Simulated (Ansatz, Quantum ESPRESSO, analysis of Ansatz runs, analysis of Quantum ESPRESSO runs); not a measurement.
# Reproducing a measured charge-transition level: substitutional N in diamond (Quantum ESPRESSO), part 4 of 4

Aim: the charge-transition level of substitutional N in diamond, to be set beside the measurement. Set-up: PBE, GBRV 1.5 PBE, 64-site cell, PBE lattice, k: the zone centre alone then 2x2x2 shifted, started with the impurity moved along one bond, start relaxed with Ansatz. The model is a cell of 64 host atoms with 1 C taken out and 1 N put in. The level is the Fermi energy at which two charge states have equal formation energy, after a correction for the images of the charge. A local or semilocal functional is the cheapest first rung.

Quantum ESPRESSO 7.5; PBE, GBRV 1.5 PBE, 64-site cell, PBE lattice, k: the zone centre alone then 2x2x2 shifted, started with the impurity moved along one bond, start relaxed with Ansatz.

So far: The structure; Relaxation, charge +1; Single point, charge +1; Relaxation, charge 0.

## (5) Single point, charge 0

This step: Quantum ESPRESSO plane-wave DFT, PBE, GBRV 1.5 PBE potentials; single point of a defect supercell.

pw.in

```
&CONTROL
  calculation = 'scf'
  prefix = 'pwscf'
  outdir = './tmp'
  pseudo_dir = './pseudo'
  tprnfor = .true.
  disk_io = 'low'
/
&SYSTEM
  ibrav = 0
  nat = 64
  ntyp = 2
  ecutwfc = 45
  ecutrho = 360
  nbnd = 133
  occupations = 'smearing'
  smearing = 'fd'
  degauss = 0.00073499
  nspin = 2
  starting_magnetization(1) = 0.125
  starting_magnetization(2) = 0.1
  tot_magnetization = 1
  nosym = .true.
/
&ELECTRONS
  conv_thr = 6d-08
  electron_maxstep = 100
  mixing_beta = 0.3
/
ATOMIC_SPECIES
C     12.0110 c_pbe_v1.2.uspp.F.UPF
N     14.0070 n_pbe_v1.2.uspp.F.UPF
CELL_PARAMETERS angstrom
   7.1418068620    0.0000000000    0.0000000000
   0.0000000000    7.1418068620    0.0000000000
   0.0000000000    0.0000000000    7.1418068620
ATOMIC_POSITIONS crystal
C     -0.0026883632   -0.0022108568    0.2492661400
C     -0.0026894432    0.2498880989   -0.0028337698
[... 1 atom line left out ...]
C      0.2303255273    0.2308027806    0.2301815875
C      0.1226557944    0.1231339802    0.3713770707
[... 2 atom lines left out ...]
N      0.3920490287    0.3925268279    0.3918990852
[... 5 atom lines left out ...]
C      0.1276395192    0.3747213144    0.6234320979
C      0.3742425355    0.1281186640    0.6234315956
[... 5 atom lines left out ...]
C      0.1276401647    0.6240530772    0.3740980548
[... 1 atom line left out ...]
C      0.3742441241    0.6240555719    0.1274934680
[... 3 atom lines left out ...]
C      0.2563657316    0.5032412728    0.5026199804
[... 9 atom lines left out ...]
C      0.6235752858    0.1281188567    0.3740972298
C      0.6235776738    0.3747215204    0.1274936459
[... 3 atom lines left out ...]
C      0.5027614569    0.2568440395    0.5026181290
[... 6 atom lines left out ...]
C      0.5027647027    0.5032429790    0.2562209451
[... 14 atom lines left out ...]
C      0.8749542857    0.8754331130    0.8748106603
K_POINTS automatic
2 2 2 1 1 1
```

pp_potential.in

```
&INPUTPP
  prefix = 'pwscf'
  outdir = './tmp'
  filplot = 'potential.dat'
  plot_num = 11
/
&PLOT
  nfile = 1
  filepp(1) = 'potential.dat'
  iflag = 3
  output_format = 6
  fileout = 'potential.cube'
/
```

On the command line:

```console
$ OMP_NUM_THREADS=1 mpirun -n 4 pw.x -nk 2 -in pw.in > pw.out
$ OMP_NUM_THREADS=1 mpirun -n 4 pp.x -in pp_potential.in > pp_potential.out
```

The log of the run:

```text
[banner, memory and clock lines left out]
          URL

     bravais-lattice index     =            0
     lattice parameter (alat)  =      13.4961  a.u.
     unit-cell volume          =    2458.2209 (a.u.)^3
     number of atoms/cell      =           64
     number of atomic types    =            2
     number of electrons       =       257.00 (up: 129.00, down: 128.00)
     number of Kohn-Sham states=          133
     kinetic-energy cutoff     =      45.0000  Ry
     charge density cutoff     =     360.0000  Ry
     scf convergence threshold =      6.0E-08
     mixing beta               =       0.3000
     number of iterations used =            8  plain     mixing
     Exchange-correlation= SLA  PW   PBE  PBE
                           (   1   4   3   4   0   0   0)

     celldm(1)=  13.496059  celldm(2)=   0.000000  celldm(3)=   0.000000
     celldm(4)=   0.000000  celldm(5)=   0.000000  celldm(6)=   0.000000

     crystal axes: (cart. coord. in units of alat)
               a(1) = (   1.000000   0.000000   0.000000 )
               a(2) = (   0.000000   1.000000   0.000000 )
               a(3) = (   0.000000   0.000000   1.000000 )

     reciprocal axes: (cart. coord. in units 2 pi/alat)
               b(1) = (  1.000000  0.000000  0.000000 )
               b(2) = (  0.000000  1.000000  0.000000 )
               b(3) = (  0.000000  0.000000  1.000000 )

     PseudoPot. # 1 for C  read from file:
     c_pbe_v1.2.uspp.F.UPF
     Pseudo is Ultrasoft + core correction, Zval =  4.0
     Generated by new atomic code, or converted to UPF format
     Using radial grid of  721 points,  4 beta functions with:
                l(1) =   0
                l(2) =   0
                l(3) =   1
                l(4) =   1
     Q(r) pseudized with  8 coefficients,  rinner =    1.100   1.100   1.100

     PseudoPot. # 2 for N  read from file:
     n_pbe_v1.2.uspp.F.UPF
     Pseudo is Ultrasoft + core correction, Zval =  5.0
     Generated by new atomic code, or converted to UPF format
     Using radial grid of  729 points,  4 beta functions with:
                l(1) =   0
                l(2) =   0
                l(3) =   1
                l(4) =   1
     Q(r) pseudized with  8 coefficients,  rinner =    0.900   0.900   0.900

     atomic species   valence    mass     pseudopotential
     C                 4.00    12.01100     C ( 1.00)
     N                 5.00    14.00700     N ( 1.00)

     Starting magnetic structure
     atomic species   magnetization
     C               0.125
     N               0.100

     No symmetry found

   Cartesian axes

     site n.     atom                  positions (alat units)
         1        C      tau(   1) = (  -0.0026884  -0.0022109   0.2492661  )
         2        C      tau(   2) = (  -0.0026894   0.2498881  -0.0028338  )
         3        C      tau(   3) = (   0.2494097  -0.0022117  -0.0028335  )
         4        C      tau(   4) = (   0.2303255   0.2308028   0.2301816  )
         5        C      tau(   5) = (   0.1226558   0.1231340   0.3713771  )
         6        C      tau(   6) = (   0.1226573   0.3719962   0.1225134  )
         7        C      tau(   7) = (   0.3715189   0.1231347   0.1225131  )
         8        N      tau(   8) = (   0.3920490   0.3925268   0.3918991  )
         9        C      tau(   9) = (  -0.0001453   0.0003332   0.7487911  )
        10        C      tau(  10) = (   0.0012093   0.2505917   0.4983406  )
        11        C      tau(  11) = (   0.2501124   0.0016880   0.4983415  )
[...]
60        C      tau(  60) = (   0.7504577   0.7509366   0.7503148  )
        61        C      tau(  61) = (   0.6254040   0.6258807   0.8764230  )
        62        C      tau(  62) = (   0.6254035   0.8770468   0.6252593  )
        63        C      tau(  63) = (   0.8765673   0.6258820   0.6252602  )
        64        C      tau(  64) = (   0.8749543   0.8754331   0.8748107  )

     number of k points=     4  Fermi-Dirac smearing, width (Ry)=  0.0007
                       cart. coord. in units 2pi/alat
        k(    1) = (   0.2500000   0.2500000   0.2500000), wk =   0.2500000
        k(    2) = (   0.2500000   0.2500000  -0.2500000), wk =   0.2500000
        k(    3) = (   0.2500000  -0.2500000   0.2500000), wk =   0.2500000
        k(    4) = (   0.2500000  -0.2500000  -0.2500000), wk =   0.2500000

     Dense  grid:   283241 G-vectors     FFT dimensions: (  81,  81,  81)

     Smooth grid:   100377 G-vectors     FFT dimensions: (  60,  60,  60)

     Generating pointlists ...
     new r_m :   0.0855 (alat units)  1.1534 (a.u.) for type    1
     new r_m :   0.0855 (alat units)  1.1534 (a.u.) for type    2

     Initial potential from superposition of free atoms

     starting charge     256.9974, renormalised to     257.0000
     Starting wfcs are  256 randomized atomic wfcs

     Self-consistent Calculation

     iteration #  1     ecut=    45.00 Ry     beta= 0.30
     Davidson diagonalization with overlap
     ethr =  1.00E-02,  avg # of iterations =  2.0

     total energy              =    -743.34131354 Ry
     estimated scf accuracy    <       3.86094771 Ry

     total magnetization       =     1.00 Bohr mag/cell
     absolute magnetization    =     1.29 Bohr mag/cell

[...]
total energy              =    -743.14449401 Ry
     estimated scf accuracy    <       0.00000233 Ry

     total magnetization       =     1.00 Bohr mag/cell
     absolute magnetization    =     1.12 Bohr mag/cell

     iteration # 11     ecut=    45.00 Ry     beta= 0.30
     Davidson diagonalization with overlap
     ethr =  9.05E-10,  avg # of iterations =  4.0

     total energy              =    -743.14449463 Ry
     estimated scf accuracy    <       0.00000082 Ry

     total magnetization       =     1.00 Bohr mag/cell
     absolute magnetization    =     1.12 Bohr mag/cell

     iteration # 12     ecut=    45.00 Ry     beta= 0.30
     Davidson diagonalization with overlap
     ethr =  3.21E-10,  avg # of iterations =  4.0

     total energy              =    -743.14449508 Ry
     estimated scf accuracy    <       0.00000015 Ry

     total magnetization       =     1.00 Bohr mag/cell
     absolute magnetization    =     1.12 Bohr mag/cell

     iteration # 13     ecut=    45.00 Ry     beta= 0.30
     Davidson diagonalization with overlap
     ethr =  5.95E-11,  avg # of iterations =  3.5

     Magnetic moment per site  (integrated on atomic sphere of radius R)
     atom   1 (R=0.085)  charge=  1.8273  magn=  0.0140
     atom   2 (R=0.085)  charge=  1.8277  magn=  0.0140
     atom   3 (R=0.085)  charge=  1.8274  magn=  0.0140
     atom   4 (R=0.085)  charge=  1.8586  magn=  0.2871
     atom   5 (R=0.085)  charge=  1.8362  magn= -0.0094
     atom   6 (R=0.085)  charge=  1.8368  magn= -0.0094
     atom   7 (R=0.085)  charge=  1.8364  magn= -0.0094
     atom   8 (R=0.085)  charge=  2.9098  magn=  0.1432
     atom   9 (R=0.085)  charge=  1.8219  magn=  0.0005
     atom  10 (R=0.085)  charge=  1.8175  magn=  0.0045
[...]
atom  60 (R=0.085)  charge=  1.8177  magn=  0.0003
     atom  61 (R=0.085)  charge=  1.8232  magn= -0.0001
     atom  62 (R=0.085)  charge=  1.8235  magn= -0.0001
     atom  63 (R=0.085)  charge=  1.8233  magn= -0.0001
     atom  64 (R=0.085)  charge=  1.8187  magn=  0.0001

     End of self-consistent calculation

 ------ SPIN UP ------------

          k = 0.2500 0.2500 0.2500 ( 12503 PWs)   bands (ev):

    -8.0557  -7.1397  -6.5900  -6.5900  -5.9268  -5.4728  -5.4728  -4.8541
    -4.3613  -4.3612  -4.2724  -3.7418  -3.3897  -3.3897  -3.3190  -3.3190
    -3.2617  -2.6626  -2.4851  -2.4851  -1.8628  -1.4755  -1.4755  -1.1961
    -1.1961  -1.1762  -0.5782  -0.5226  -0.5225  -0.4370  -0.4370  -0.3787
     0.6563   0.7025   0.7025   1.5270   1.6638   1.6638   1.9669   1.9669
     2.0084   2.1307   2.1308   2.1346   2.5276   2.5678   2.5678   2.6451
     3.3121   3.3121   3.3309   3.4400   3.4608   3.4608   4.6555   4.6555
     4.8137   4.8673   4.8763   4.8763   5.3143   5.3630   5.3630   5.4822
     5.5184   5.5184   5.7182   5.7182   5.7402   5.9276   5.9276   6.1272
     6.5765   6.5765   6.8759   6.9027   6.9027   6.9276   6.9701   6.9701
[...]
16.0212  17.9207  18.2095  18.2096  18.4084

          k = 0.2500 0.2500-0.2500 ( 12503 PWs)   bands (ev):

[...]
15.8059  18.0778  18.2098  18.2863  18.4280

          k = 0.2500-0.2500 0.2500 ( 12503 PWs)   bands (ev):

[...]
15.8059  18.0778  18.2098  18.2863  18.4280

          k = 0.2500-0.2500-0.2500 ( 12503 PWs)   bands (ev):

[...]
15.8059  18.0778  18.2098  18.2863  18.4280

 ------ SPIN DOWN ----------

          k = 0.2500 0.2500 0.2500 ( 12503 PWs)   bands (ev):

[...]
17.2190  18.0056  18.2177  18.2178  18.4212

          k = 0.2500 0.2500-0.2500 ( 12503 PWs)   bands (ev):

[...]
16.9710  18.1276  18.2176  18.3054  18.4420

          k = 0.2500-0.2500 0.2500 ( 12503 PWs)   bands (ev):

[...]
16.9710  18.1276  18.2176  18.3054  18.4420

          k = 0.2500-0.2500-0.2500 ( 12503 PWs)   bands (ev):

[...]
7.9692   8.0501   8.1251   8.1575   8.2547   8.3624   8.4318   8.4351
     8.7106   8.8637   8.8683   8.9654   8.9729   9.0562   9.0745   9.0986
     9.1424   9.1768   9.1839   9.2145   9.2195   9.2482   9.4180   9.6641
     9.7725   9.8898  10.2860  10.4008  10.4869  10.6954  10.7785  10.9113
    11.1004  11.2145  11.2570  11.3571  11.4344  11.7272  12.5454  12.7883
    16.9709  18.1276  18.2176  18.3054  18.4420

     the spin up/dw Fermi energies are    16.8734   15.2048 ev

!    total energy              =    -743.14449515 Ry
     estimated scf accuracy    <       0.00000003 Ry
     smearing contrib. (-TS)   =       0.00000000 Ry
     internal energy E=F+TS    =    -743.14449515 Ry

     The total energy is F=E-TS. E is the sum of the following terms:
     one-electron contribution =     252.94791108 Ry
     hartree contribution      =      64.62822127 Ry
     xc contribution           =    -237.52358114 Ry
     ewald contribution        =    -823.19704636 Ry

     total magnetization       =     1.00 Bohr mag/cell
     absolute magnetization    =     1.12 Bohr mag/cell

     convergence has been achieved in  13 iterations

     Forces acting on atoms (cartesian axes, Ry/au):

     atom    1 type  1   force =    -0.00171501   -0.00171217    0.00369214
     atom    2 type  1   force =    -0.00170791    0.00368824   -0.00170976
     atom    3 type  1   force =     0.00369379   -0.00170905   -0.00171212
     atom    4 type  1   force =    -0.00559336   -0.00559097   -0.00557605
     atom    5 type  1   force =     0.00011717    0.00011689   -0.00009433
     atom    6 type  1   force =     0.00009765   -0.00006514    0.00008834
     atom    7 type  1   force =    -0.00006803    0.00010092    0.00008979
     atom    8 type  2   force =     0.00937445    0.00938849    0.00943171
     atom    9 type  1   force =     0.00011028    0.00010691    0.00066258
     atom   10 type  1   force =    -0.00007146   -0.00220573    0.00016326
[...]
atom   60 type  1   force =     0.00002559    0.00002298    0.00001273
     atom   61 type  1   force =     0.00008060    0.00009245   -0.00058865
     atom   62 type  1   force =     0.00008228   -0.00058772    0.00008287
     atom   63 type  1   force =    -0.00058305    0.00008030    0.00007372
     atom   64 type  1   force =     0.00025543    0.00025498    0.00025269

     Total force =     0.025773     Total SCF correction =     0.000390
```

Run time: 3 min. Hardware: 4 MPI ranks of Arm Neoverse V2, shared host; peak memory 1.4 GiB; 12 min of CPU time.

This step gave:

| Item | Value |
| --- | --- |
| total moment | 1.000 μB |
| integral of the absolute spin density | 1.125 μB |

## (6) Charge-transition levels

Analysis of the runs above: levels from Quantum ESPRESSO plane-wave DFT, PBE, GBRV 1.5 PBE potentials energies with an image-charge correction aligned at atomic sites (own code after Kumagai and Oba).

It gives:

| Item | Value |
| --- | --- |
| gap | 4.143 eV |

## (7) Outcome

```
static dielectric constant used                   : 5.9
band gap of the host                              : 4.14 eV
(plus 1/0) level below the conduction-band bottom : 1.31 eV
```

**Reading.** (+1/0) level below the conduction-band bottom: computed 1.31 eV, measured 1.7 eV; 0.39 eV shallower than the measurement. The level is counted in a gap of 4.14 eV, and the correction is screened by a dielectric constant of 5.9 from a linear-response run on the host. Levels hang on the band edges, which semilocal functionals place too close together. Limits: the periodic copies of the defect are only 7.1 Å apart.

[Logs are printed without paths, hosts, clocks, repeated set-up lines and the standing remarks that a program may print on its own settings, such as how far it seeks lower states.]

[Hosts, paths, dates, database ids (printed as entryN), source tags and the programs' standing remarks are cut or masked in the printed files.]

[For some hosts the program warned that the k-mesh of the response run may be too coarse for force constants and the static dielectric constant; such warnings are not shown here.]
